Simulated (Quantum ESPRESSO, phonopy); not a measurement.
# BP (F-43m): phonons against volume, part 9 of 9

Which modes of BP drive its thermal expansion?

Experimental results on record:
- volume expansion coefficient 9.6 1e-6/K near room temperature (given in “Thermal expansion coefficients of high thermal conducting BAs and BP materials (three times its linear coefficient)”, 2019, arxiv:1906.04101)

Quantum ESPRESSO 7.5; DFT LDA, scalar-relativistic, plane waves, GBRV ultrasoft pseudopotentials.

So far. Step 28 (Phonons, V/V0 1.05): No mode is imaginary beyond numerical noise along the path. The highest zone-centre mode (no LO–TO term) moved by -4.8 % for a volume change of +5.0 %. Step 28 (Phonons, V/V0 1.05): The time given is that of the 2 pw.x runs on displaced cells behind this step.

## (29) Mode Grüneisen parameters (continued)

Grüneisen at points, by row:

```
point  branch  frequency (cm⁻¹)  mode Grüneisen parameter
    Γ       4               820                      1.01
    Γ       6             826.7                      1.09
    X       1             309.6                     -0.08
    X       3             531.4                      0.92
    X       4               716                      1.52
    X       6             800.5                      1.07
    U       1             302.5                     -0.07
    U       2             401.4                      0.41
    U       3             479.9                      0.91
    U       4             694.5                      1.35
    U       5             729.3                      1.42
    U       6             804.1                      1.25
    K       1             302.5                     -0.07
    K       2             401.4                      0.41
    K       3             479.9                      0.91
    K       4             694.5                      1.35
    K       5             729.3                      1.42
    K       6             804.1                      1.25
    L       1             223.3                     -0.18
    L       3             512.3                      1.08
    L       4             774.1                       1.1
    L       5             776.7                      1.22
    W       1             353.1                      0.33
    W       2             401.2                      0.18
    W       3             455.5                         1
    W       4             698.1                       1.2
    W       5             720.1                      1.52
    W       6             801.2                      1.31
```

## (30) Free-energy fit

This step gave:

* volume expansion coefficient at 300 K: 8.37 1e-6/K
* isothermal bulk modulus at 300 K: 170.8 GPa
* C_P at 300 K: 14.61 J/mol-atom/K
* Grüneisen parameter at 300 K: 0.676

Table of energy (each curve on its own zero) by volume; values in meV/atom:

```
volume (Å³/atom)  static  F at 0 K  F at 300 K  F at 900 K
          11.008    5.68      9.68        10.1        13.9
          11.178    1.33      3.72        3.97        6.31
          11.348       0      0.81        0.91        1.78
          11.518    1.45      0.72        0.66        0.03
          11.689    5.51      3.27        3.04        0.89
          11.916    14.6      10.4        9.96        5.74
```

Phonopy-qha, vinet fit of F(V) at each temperature; no electronic free energy. Qha vinet, by row:

```
T (K)  fitted volume (Å³/atom)  alpha_V (1e-6/K)  B_T (GPa)  C_P (J/mol-atom/K)  Grueneisen
  100                    11.44              0.76      171.9               2.992      0.2977
  150                    11.44              2.21      171.8               6.291      0.4141
  200                    11.44              4.23      171.6               9.453       0.529
  250                    11.44               6.4      171.2               12.27      0.6157
  300                    11.45              8.37      170.8               14.61      0.6755
  350                    11.45             10.04      170.3                16.5      0.7166
  400                    11.46             11.41      169.8                  18      0.7453
  450                    11.47             12.52      169.2               19.18       0.766
  500                    11.47             13.42      168.7               20.12      0.7814
  550                    11.48             14.16      168.1               20.87      0.7933
  600                    11.49             14.77      167.4               21.48      0.8025
  650                     11.5             15.29      166.8               21.98        0.81
  700                    11.51             15.73      166.2                22.4      0.8161
  750                    11.52             16.11      165.6               22.75      0.8213
  800                    11.53             16.44        165               23.05      0.8257
  850                    11.54             16.74      164.3               23.31      0.8295
```

The volume expansion coefficient, phonopy-qha, Vinet by temperature:

```
temperature (K)  volume expansion coefficient, phonopy-qha, Vinet (1e-6/K)
             75                                                       0.33
            125                                                       1.39
            150                                                       2.21
            200                                                       4.23
            225                                                       5.33
            275                                                       7.42
            300                                                       8.37
            350                                                       10.0
            375                                                       10.8
            425                                                       12.0
            450                                                       12.5
            500                                                       13.4
            525                                                       13.8
            575                                                       14.5
            600                                                       14.8
            650                                                       15.3
            675                                                       15.5
            725                                                       15.9
            750                                                       16.1
            800                                                       16.4
            825                                                       16.6
            875                                                       16.9
```

The fit gives a volume expansion of 8.37 × 10⁻⁶/K at 300 K.

## (31) Summary of results

| Quantity | Value |
| --- | --- |
| volume expansion coefficient at 300 K | 8.37 1e-6/K |
| isothermal bulk modulus at 300 K | 170.8 GPa |
| C_P at 300 K | 14.61 J/mol-atom/K |
| Grüneisen parameter at 300 K | 0.676 |
| mean mode Grüneisen parameter at 300 K | 0.662 |

What this shows: Near room temperature BP expands by 8.37 × 10⁻⁶/K in volume by LDA, with C_P = 14.6 J/(mol K) per mole of atoms and B_T = 171 GPa. C_P at room temperature is 59 % of the classical 3R an atom, so the stiffest modes are still partly frozen out. A measured volume expansion coefficient near room temperature is 9.6 1e-6/K (arxiv:1906.04101); the calculated 8.37 1e-6/K differs by -13 %. The heat-capacity-weighted Grüneisen parameter goes from 0.206 at 50 K to 0.808 at 800 K; 8 % of the modes stiffen on expansion. Weighting γ by the density of states and each mode's heat capacity at 300 K, modes below 280 cm⁻¹ give about 5 % of the sum of γC that drives the expansion, those up to 560 cm⁻¹ 37 % and the rest 58 %. Among the labelled points γ is largest for branch 4 at X (716 cm⁻¹, 1.5) and most negative for branch 1 at L (223 cm⁻¹, -0.18). The supercell is 7.9 Å across at its narrowest and was not tested against a larger one: only its own wavevectors are exact, and acoustic branches between them, with the entropy at low temperature, can be off.

[Logs are printed without paths, hosts, clocks, repeated set-up lines and the standing remarks that a program may print on its own settings, such as how far it seeks lower states.]

[Hosts, paths, dates, database ids (printed as entryN), source tags and the programs' standing remarks are cut or masked in the printed files.]

[A step with changed settings may run another functional than the one named; its input shows which.]

[Of the runs on displaced cells, only some may be shown.]
